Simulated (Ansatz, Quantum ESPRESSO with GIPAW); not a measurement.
# RbBC4N4: NMR parameters from first principles, part 2 of 2

Wanted: NMR shieldings and quadrupolar couplings for each site of RbBC4N4.

Quantum ESPRESSO with GIPAW; PBE.

So far. Step 3 (Shieldings): An axis of order three or more runs through Rb and B, so two principal values coincide and the skew is ±1. In this run the largest span is that of N (site symmetry 1), with principal values -234.9, -232.5 and 280.4 ppm. On N the most shielded direction lies along its short bond to C: a field along the bond can't mix the bonding orbital with those across it, so the paramagnetic term is smallest there.

## 4. Field gradients

Level of this step: DFT, PBE, plane-wave PAW, default files, scalar-relativistic, field gradients (Ansatz).

11B, 14N and 87Rb have a quadrupole moment, which couples to the field gradient and broadens the lines. The gradient is a property of the ground-state density and needs no response; it is taken from a second code that counts the whole PAW charge. C_Q = eQV_zz/h, with Q = 0.04059 barn for 11B, 0.02044 barn for 14N, 0.1335 barn for 87Rb.

This step: DFT, PBE, plane-wave PAW, default files (PAW set soft_2), scalar-relativistic, field gradients (Ansatz 0.2.0), on the same atoms.

input.yaml

```yaml
crystal:
  lattice:
    - [-3.5677, 3.5677, 7.40985]
    - [3.5677, -3.5677, 7.40985]
    - [3.5677, 3.5677, -7.40985]
  atoms:
    - { symbol: Rb, position: [0.0, 0.0, 0.0] }
    - { symbol: Rb, position: [0.75, 0.25, 0.5] }
    - { symbol: "N", position: [0.6154961871, 0.669977728, 0.5783811995] }
    - { symbol: "N", position: [0.7871149876, 0.8654961871, 0.4455184591] }
    - { symbol: "N", position: [0.0915965285, 0.0371149876, 0.4216188005] }
    - { symbol: "N", position: [0.419977728, 0.3415965285, 0.5544815409] }
    - { symbol: "N", position: [0.1345038129, 0.580022272, 0.9216188005] }
    - { symbol: "N", position: [0.9628850124, 0.3845038129, 0.0544815409] }
    - { symbol: "N", position: [0.6584034715, 0.2128850124, 0.0783811995] }
    - { symbol: "N", position: [0.330022272, 0.9084034715, 0.9455184591] }
    - { symbol: C, position: [0.4607251581, 0.7058401954, 0.5451884632] }
    - { symbol: C, position: [0.6655366948, 0.7107251581, 0.2548849627] }
    - { symbol: C, position: [0.1606517321, 0.9155366948, 0.4548115368] }
    - { symbol: C, position: [0.4558401954, 0.4106517321, 0.7451150373] }
    - { symbol: C, position: [0.2892748419, 0.5441598046, 0.9548115368] }
    - { symbol: C, position: [0.0844633052, 0.5392748419, 0.2451150373] }
    - { symbol: C, position: [0.5893482679, 0.3344633052, 0.0451884632] }
    - { symbol: C, position: [0.2941598046, 0.8393482679, 0.7548849627] }
    - { symbol: B, position: [0.5, 0.5, 0.0] }
    - { symbol: B, position: [0.25, 0.75, 0.5] }
kpoints:
  mp_grid: { grid: [4, 4, 4] }
scf:
  occupations: { method: fixed }
hamiltonian:
  xc: pbe
  pseudopotentials: { kind: paw, frozen_core: stored }
output:
  forces: false
  stress: false
  efg: { quadrupole_moments_barn: { Rb: 0.1335, "N": 0.02044, B: 0.04059 } }
```

The run is started by

```bash
ansatz run input.yaml --threads 8 --pin off --max-ram 16384MiB --backend cpu --events-out ev --progress --plain --runs-dir out
```

Log:

```text
[... set-up, SCF cycles and energies left out ...]
--- PAW observables at the nuclei: V_zz in 10²¹ V/m², potentials from the cell's mean, atoms counted from 1 ---
  atom   1  Rb V_zz =    -1.797987   η = 0.0000   by run symmetry: allowed   C_q = -5.8039 MHz
  atom   2  Rb V_zz =    -1.797987   η = 0.0000   by run symmetry: allowed   C_q = -5.8039 MHz
  atom   3  N  V_zz =    -8.320865   η = 0.0200   by run symmetry: allowed   C_q = -4.1125 MHz
  atom   4  N  V_zz =    -8.320865   η = 0.0200   by run symmetry: allowed   C_q = -4.1125 MHz
  atom   5  N  V_zz =    -8.320865   η = 0.0200   by run symmetry: allowed   C_q = -4.1125 MHz
  atom   6  N  V_zz =    -8.320865   η = 0.0200   by run symmetry: allowed   C_q = -4.1125 MHz
  atom   7  N  V_zz =    -8.320865   η = 0.0200   by run symmetry: allowed   C_q = -4.1125 MHz
  atom   8  N  V_zz =    -8.320865   η = 0.0200   by run symmetry: allowed   C_q = -4.1125 MHz
  atom   9  N  V_zz =    -8.320865   η = 0.0200   by run symmetry: allowed   C_q = -4.1125 MHz
  atom  10  N  V_zz =    -8.320865   η = 0.0200   by run symmetry: allowed   C_q = -4.1125 MHz
  atom  11  C  V_zz =    -4.353294   η = 0.0490   by run symmetry: allowed
  atom  12  C  V_zz =    -4.353294   η = 0.0490   by run symmetry: allowed
  atom  13  C  V_zz =    -4.353294   η = 0.0490   by run symmetry: allowed
  atom  14  C  V_zz =    -4.353294   η = 0.0490   by run symmetry: allowed
  atom  15  C  V_zz =    -4.353294   η = 0.0490   by run symmetry: allowed
  atom  16  C  V_zz =    -4.353294   η = 0.0490   by run symmetry: allowed
  atom  17  C  V_zz =    -4.353294   η = 0.0490   by run symmetry: allowed
  atom  18  C  V_zz =    -4.353294   η = 0.0490   by run symmetry: allowed
  atom  19  B  V_zz =    +0.013289   η = 0.0000   by run symmetry: allowed   C_q = +0.0130 MHz
  atom  20  B  V_zz =    +0.013289   η = 0.0000   by run symmetry: allowed   C_q = +0.0130 MHz
[the lines on potentials at the nuclei are left out]
```

It took 2 s on 8 threads of Arm Neoverse V2, shared host; peak memory 1.5 GiB.

Among nuclei of half-integer spin the second-order effect is largest for 87Rb on Rb (spin 3/2, C_Q -5.80 MHz): at 9.4 T it moves the centre of gravity of the MAS line by -49 ppm from δ_iso, and by a quarter of that at twice the field, by δ_Q = −(3/40)(C_Q/ν0)²(1 + η²/3)[I(I+1) − 3/4]/[I²(2I−1)²] × 10⁶ ppm with ν0 = 131.4 MHz.

## 5. From shieldings to shifts

Spectra are read against a reference compound, and shifts rise as shieldings fall. A slope other than one corrects for the functional's tendency to overstate or understate differences of shielding.

To turn shieldings into shifts, lines fitted to measured solids are used. 13C: δ = (172.7 − σ) / 1.041, zero at TMS, fitted to 5 measured values, from C, C3H4O4 and SiC, with a scatter of 1.3 ppm r.m.s., with σ taken with the shape term of a sphere (6.3 ppm here). Kinds of site that fitted badly were split off after the misses were seen, so the scatter is that of the points kept.

Covalently bonded atoms count as neighbours within 1.18 times the sum of their radii. Otherwise a cation's neighbours lie within 1.2 times its shortest bond (1.3 for large cations, each anion's radius taken off where they differ), and an anion's are the cations that count it.

```csv
site,atom no.,atoms in cell,surroundings,bonds (Å),δ_iso (ppm),C_Q (MHz),η_Q
Rb,1,2,RbN8,3.05 to 3.22,-,-5.80,0.00
N,3,8,bound to C,1.165,-,-4.11,0.02
C,11,8,CNB,1.16 to 1.59,127.9,-,-
B,19,2,BC4,1.586,-,0.01,0.00
```

Simulated spectrum: 13C MAS at 30 kHz, 23.5 T (251.6 MHz), lines broadened by 1.2 ppm; rigid lattice, with dipolar and J couplings left out. Its lines over 1.5 % of the strongest:

```csv
δ (ppm),area
366.3,0.03
247.1,0.37
127.9,1.00
8.7,0.20
-110.6,0.10
```

Spinning sidebands lie 119.2 ppm apart.

## 6. What came out

```
13C shift                         : 127.9 ppm
11B shielding without shape term  : 128.4 ppm
11B size of C_Q                   : 0.01 MHz
15N shielding without shape term  : -62.3 ppm
14N size of C_Q                   : 4.11 MHz
87Rb shielding without shape term : 3192 ppm
87Rb size of C_Q                  : 5.80 MHz
```

**Reading.** 13C has one site (CNB), with isotropic shift 127.9 ppm. No sound run at another cutoff or mesh is at hand, so convergence rests on the f-sum rule and on experience with these files. The scalar-relativistic files are used with non-relativistic response operators, which weighs most on the heavy atoms' own shieldings. This build of gipaw.x prints that it is not audited and that its numbers are no references by themselves. It also reports spline_ps as false although the input sets it; why was not traced. Without spin-orbit coupling, gradients at and beside the heavy atoms are unsure.

[Banner, clock, file and message-heading lines were taken out of the pw.x and gipaw.x logs.]

[Logs are printed without paths, hosts, clocks, repeated set-up lines and the standing remarks that a program may print on its own settings, such as how far it seeks lower states.]

[Hosts, paths, dates, database ids (printed as entryN), source tags and the programs' standing remarks are cut or masked in the printed files.]

[Where no reference line passes its bar on scatter, no shift is given, so a measured shift of this compound may stand uncompared.]
